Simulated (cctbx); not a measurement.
# What is wrong with this refinement?

Cell a = 4.0620 Å, b = 4.0620 Å, c = 7.1510 Å, α = 90.00°, β = 90.00°, γ = 90.00°; space group P4/mmm (no. 123).

Simulated single-crystal data (cctbx): Mo Kα, λ = 0.71073 Å, to d = 0.8 Å, 80 % of the full sphere, strongest reflection 20000 counts, noise from counting, a 1.5 % proportional error and a noise floor of 4 counts (s.d.); no absorption.

An anisotropic refinement with weights 1/σ² prints:

```text
Rint 0.018, 100 unique reflections to 0.80 A
cycle     R1     wR2    GooF  max shift (A)
   1  0.3984  0.6928  51.431   0.00525
   3  0.1433  0.2937  21.806   0.00003
final R1 0.1431 wR2 0.2937 GooF 21.803  parameters 10  data/parameter 10.0
atom        x        y        z      Ueq    occ   su(xyz)  su(Uiso or U11)
Sb1    0.00000  0.50000  0.29988  -0.0139  1.000  0.00070  0.0031  NPD
Ir1    0.50000  0.50000  0.00000   0.0075  1.000  0.00000  0.0035
Ir2    0.50000  0.50000  0.50000   0.0496  1.000  0.00000  0.0079
Sn1    0.00000  0.00000  0.00000   0.0130  1.000  0.00000  0.0059
difference map: max 23.81 min -12.78 rms 3.53
Q1    0.0000  0.5000  0.3218    4   24.34  0.16 A from Sb1
Q2    0.0000  0.0000  0.5000    1   18.84  2.48 A from Sb1
Q3    0.0000  0.5000  0.5000    2   13.09  1.43 A from Sb1
Q4    0.0000  0.5000  0.0000    2    7.33  2.03 A from Ir1
Q5    0.2597  0.2597  0.3043    8    5.91  1.44 A from Sb1
Q6    0.2294  0.2294  0.2158    8    5.12  1.56 A from Sb1
```

Q: Accept it or mend it, and why?

Mend it. The fault: elements exchanged: Ir2 is Sb and Sb1 is Ir. Against the right model at the same level, R1 goes from 0.0052 to 0.1431 and GooF from 0.76 to 21.80, U of Sb1 shrinks from 0.0032 to -0.0139 Å², U of Ir2 swells from 0.0052 to 0.0496 Å², the top difference peak, 24.3 e/Å³, lies on Sb1 and Sb1 goes non-positive-definite. Ir2 has 26 electrons too many and its U swells to shed them, as expected; Sb1 has 26 electrons too few and its U shrinks to make up, as expected.

The compound is SnSbIr5. The right model at the same level gives:

```text
Rint 0.018, 100 unique reflections to 0.80 A
cycle     R1     wR2    GooF  max shift (A)
   1  0.0115  0.0278   2.067   0.00053
   2  0.0052  0.0102   0.756   0.00000
final R1 0.0052 wR2 0.0102 GooF 0.756  parameters 10  data/parameter 10.0
atom        x        y        z      Ueq    occ   su(xyz)  su(Uiso or U11)
Ir1    0.00000  0.50000  0.30078   0.0032  1.000  0.00002  0.0001
Ir2    0.50000  0.50000  0.00000   0.0044  1.000  0.00000  0.0001
Sb1    0.50000  0.50000  0.50000   0.0052  1.000  0.00000  0.0002
Sn1    0.00000  0.00000  0.00000   0.0044  1.000  0.00000  0.0002
difference map: max 0.57 min -0.51 rms 0.14
Q1    0.5000  0.5000  0.1311    2    0.58  0.94 A from Ir2
Q2    0.0000  0.0000  0.5000    1    0.49  2.48 A from Ir1
Q3    0.0000  0.5000  0.4455    4    0.49  1.03 A from Ir1
Q4    0.0000  0.5000  0.0545    4    0.48  1.76 A from Ir1
Q5    0.2668  0.5000  0.5000    4    0.42  0.95 A from Sb1
Q6    0.5000  0.5000  0.3225    2    0.42  1.27 A from Sb1
```

Isotropic U is held between 0.0001 and 1 Å² by the program, and listed peak heights are interpolated, so they can pass the grid's maximum.

The model was made for the exercise: a known structure type with other elements put in, its volume estimated, not relaxed; displacement parameters are assumed.

[Middle refinement cycles are left out of these outputs.]

[Logs are printed without paths, hosts, clocks, repeated set-up lines and the standing remarks that a program may print on its own settings, such as how far it seeks lower states.]
